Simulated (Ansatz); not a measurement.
# CsHfI3 (built on the sites of a database entry of CsSnBr3): phonons and vibrational spectra, part 3 of 3

How does CsHfI3 (built on the sites of a database entry of CsSnBr3) vibrate, and is this structure a minimum?

Ansatz 0.2.0; DFT PBE, scalar-relativistic, plane waves, norm-conserving pseudopotentials.

So far. Step 4 (Relaxing to small forces for the phonons): The forces vanish by symmetry and the pressure is 0.000 GPa, within the tolerances set. The cell now holds 39.94 Å³/atom. Step 5 (Linear response at the zone centre): Before it was imposed, the acoustic sum rule was missed by 1.7e-4 eV/Å². Small misses are needed for a sound result but don't prove that mesh and cutoff are converged. The lowest optical mode is real, 31.4 cm⁻¹. The relaxed cell has a = 5.845 Å (conventional setting).

The structure was built from a prototype and need not be the compound's stable phase.

## (6) Phonons on a q mesh (continued)

The partial phonon density of states has structure finer than the step of the table below, so its rows give means over 10 cm⁻¹, whole bins alone (the curve runs from -10 to 156 cm⁻¹). Peaks (cm⁻¹: height): Cs 33.9: 0.285; Hf 51.7: 0.249, 136.3: 0.0488; I 53.7: 0.209, 130.0: 0.184, 136.3: 0.203.

Phonopy on the run's constants, 9x9x9 mesh, Gaussian sigma 2.0 cm-1. Interpolated from a 2×2×2 q mesh. The partial phonon density of states by wavenumber; means over each step; values in 1/cm⁻¹/cell:

| wavenumber (cm⁻¹) | Cs | Hf | I |
| --- | --- | --- | --- |
| 0 | 9.8e-5 | 1.3e-4 | 2.8e-4 |
| 10 | 0.00131 | 0.00118 | 0.00327 |
| 20 | 0.0230 | 0.00567 | 0.0682 |
| 30 | 0.177 | 0.0181 | 0.121 |
| 40 | 0.0766 | 0.0265 | 0.138 |
| 50 | 0.0138 | 0.168 | 0.159 |
| 60 | 0.00718 | 0.0312 | 0.137 |
| 70 | 7.4e-4 | 1.4e-5 | 0.0226 |
| 80 | 0 | 0 | 3.5e-7 |
| 90 | 0 | 0 | 0 |
| 100 | 0 | 0 | 0 |
| 110 | 0 | 0 | 0 |
| 120 | 0 | 2.2e-4 | 0.00405 |
| 130 | 7.6e-6 | 0.0243 | 0.145 |
| 140 | 2.8e-6 | 0.0243 | 0.101 |
| 150 | 0 | 6.7e-5 | 2.8e-4 |

Harmonic thermodynamic functions per atom, from the density of states. Interpolated from a 2×2×2 q mesh. Thermodynamic functions, by row:

| T (K) | F_vib (meV/atom) | S (J/mol-atom/K) | C_V (J/mol-atom/K) |
| --- | --- | --- | --- |
| 0 | 11.23 | 0 | 0 |
| 50 | 7.08 | 18.86 | 19.2 |
| 100 | -6.85 | 33.66 | 23 |
| 200 | -51.21 | 50.19 | 24.41 |
| 300 | -108.7 | 60.15 | 24.7 |
| 400 | -174.9 | 67.27 | 24.8 |
| 500 | -247.6 | 72.81 | 24.85 |
| 600 | -325.5 | 77.35 | 24.88 |
| 700 | -407.7 | 81.18 | 24.9 |
| 800 | -493.6 | 84.51 | 24.91 |
| 900 | -582.8 | 87.44 | 24.91 |
| 1000 | -674.8 | 90.07 | 24.92 |

Harmonic mean-square displacement, third of the trace. Interpolated from a 2×2×2 q mesh. Mean square displacements, by row:

| T (K) | Cs1 U_eq (Å²) | Hf2 U_eq (Å²) | I3 U_eq (Å²) | I4 U_eq (Å²) | I5 U_eq (Å²) |
| --- | --- | --- | --- | --- | --- |
| 0 | 0.00393 | 0.00184 | 0.00275 | 0.00275 | 0.00275 |
| 100 | 0.01816 | 0.00621 | 0.01098 | 0.01098 | 0.01098 |
| 300 | 0.05367 | 0.01803 | 0.0321 | 0.0321 | 0.0321 |
| 600 | 0.1072 | 0.03595 | 0.06405 | 0.06405 | 0.06405 |

Symmetry leaves 4 wavevectors to solve. The lowest mode among them, the acoustic zeros apart, lies at q = (-0.5, -0.5, -0.5) and is real, 17.2 cm⁻¹.

## (7) Isotope substitution

An isotope changes the mass and not the force constants, so no new electronic calculation is needed; the shifts show which modes move this element.

The same force constants with the mass of Hf changed from 178.486 to 173.940 u (phonopy, no LO-TO term). Both lists are sorted by frequency; levels can cross, so a row need not hold one and the same mode. Modes under 3 cm⁻¹ are left out. Isotope shifts, by row, the first 40 of 57 rows:

```
          q  rank  natural mass (cm⁻¹)  changed mass (cm⁻¹)
      0 0 0     4                31.47                31.55
      0 0 0     5                31.47                31.55
      0 0 0     6                31.47                31.55
      0 0 0     7                40.41                40.41
      0 0 0     8                40.41                40.41
      0 0 0     9                40.41                40.41
      0 0 0    10                 55.5                55.66
      0 0 0    11                 55.5                55.66
      0 0 0    12                 55.5                55.66
      0 0 0    13                141.9                142.5
      0 0 0    14                141.9                142.5
      0 0 0    15                141.9                142.5
   0 0 -0.5     1                27.92                27.92
   0 0 -0.5     2                27.92                27.92
   0 0 -0.5     3                28.22                28.34
   0 0 -0.5     4                28.22                28.34
   0 0 -0.5     5                39.15                39.15
   0 0 -0.5     6                 42.5                 42.5
   0 0 -0.5     7                48.91                48.91
   0 0 -0.5     8                48.91                48.91
   0 0 -0.5     9                50.61                50.63
   0 0 -0.5    10                50.82                51.04
   0 0 -0.5    11                50.82                51.04
   0 0 -0.5    12                57.07                57.78
   0 0 -0.5    13                130.2                130.2
   0 0 -0.5    14                136.5                137.1
   0 0 -0.5    15                136.5                137.1
0 -0.5 -0.5     1                18.07                18.07
0 -0.5 -0.5     2                32.29                32.29
0 -0.5 -0.5     3                33.46                33.47
0 -0.5 -0.5     4                33.46                33.47
0 -0.5 -0.5     5                45.16                45.55
0 -0.5 -0.5     6                46.56                46.56
0 -0.5 -0.5     7                46.56                46.56
0 -0.5 -0.5     8                47.38                47.42
0 -0.5 -0.5     9                47.38                47.42
0 -0.5 -0.5    10                52.82                53.46
0 -0.5 -0.5    11                52.82                53.46
0 -0.5 -0.5    12                66.69                66.69
0 -0.5 -0.5    13                  127                  127
```

A mode of this element alone would shift by +1.30 %. The highest zone-centre frequency without the field goes from 141.9 to 142.5 cm⁻¹ (+0.4 %). The product of the frequency ratios over all optical modes at Γ is 1.030; the product rule, (m/m′)^(3k/2) (M′/M)^(3/2) with k = 1 such atoms and M the mass of the cell, gives 1.029.

## (8) Summary of results

```
space group after relaxation (within 0.01 Å)            : Pm-3m
volume per atom                                         : 39.9 Å³
electronic character                                    : no gap on this mesh
highest optical mode at the zone centre (no LO-TO term) : 142 cm⁻¹
lowest optical zone-centre mode                         : 31.4 cm⁻¹
lowest mode on the q mesh (acoustic modes at Γ apart)   : 17.2 cm⁻¹
highest frequency on the path or at a solved wavevector : 142 cm⁻¹
zero-point energy per atom                              : 11.2 meV
heat capacity at 300 K                                  : 24.7 J/(mol atoms K)
vibrational entropy at 300 K                            : 60.2 J/(mol atoms K)
Debye temperature (second moment)                       : 133 K
imaginary modes on the 2×2×2 q mesh                     : none
```

What this shows: The structure is a minimum as far as tested: no mode is imaginary at the 4 irreducible wavevectors of the 2×2×2 mesh, and the softest away from the acoustic zeros lies at 17 cm⁻¹. The optical modes at Γ span 31 to 142 cm⁻¹. The highest mode in this list at Γ, 141.9 cm⁻¹, has its largest share on I (67 % of the kinetic energy). On the path and the mesh, the widest gap between branches runs from 67 to 127 cm⁻¹. With no gap, or one that is small against the smearing, the frequencies hang on the k mesh and the smearing, most of all near Kohn anomalies. Spin-orbit coupling is left out, which can matter for the heavy elements here. A phonon run warned that its eigensolver left some bands unconverged in a pass. The starting cell was built on a prototype and not taken from a measurement, so the phase need not exist. These are harmonic frequencies at zero temperature: anharmonic shifts, linewidths and thermal expansion are left out.

[Logs are printed without paths, hosts, clocks, repeated set-up lines and the standing remarks that a program may print on its own settings, such as how far it seeks lower states.]

[Hosts, paths, dates, database ids (printed as entryN), source tags and the programs' standing remarks are cut or masked in the printed files.]
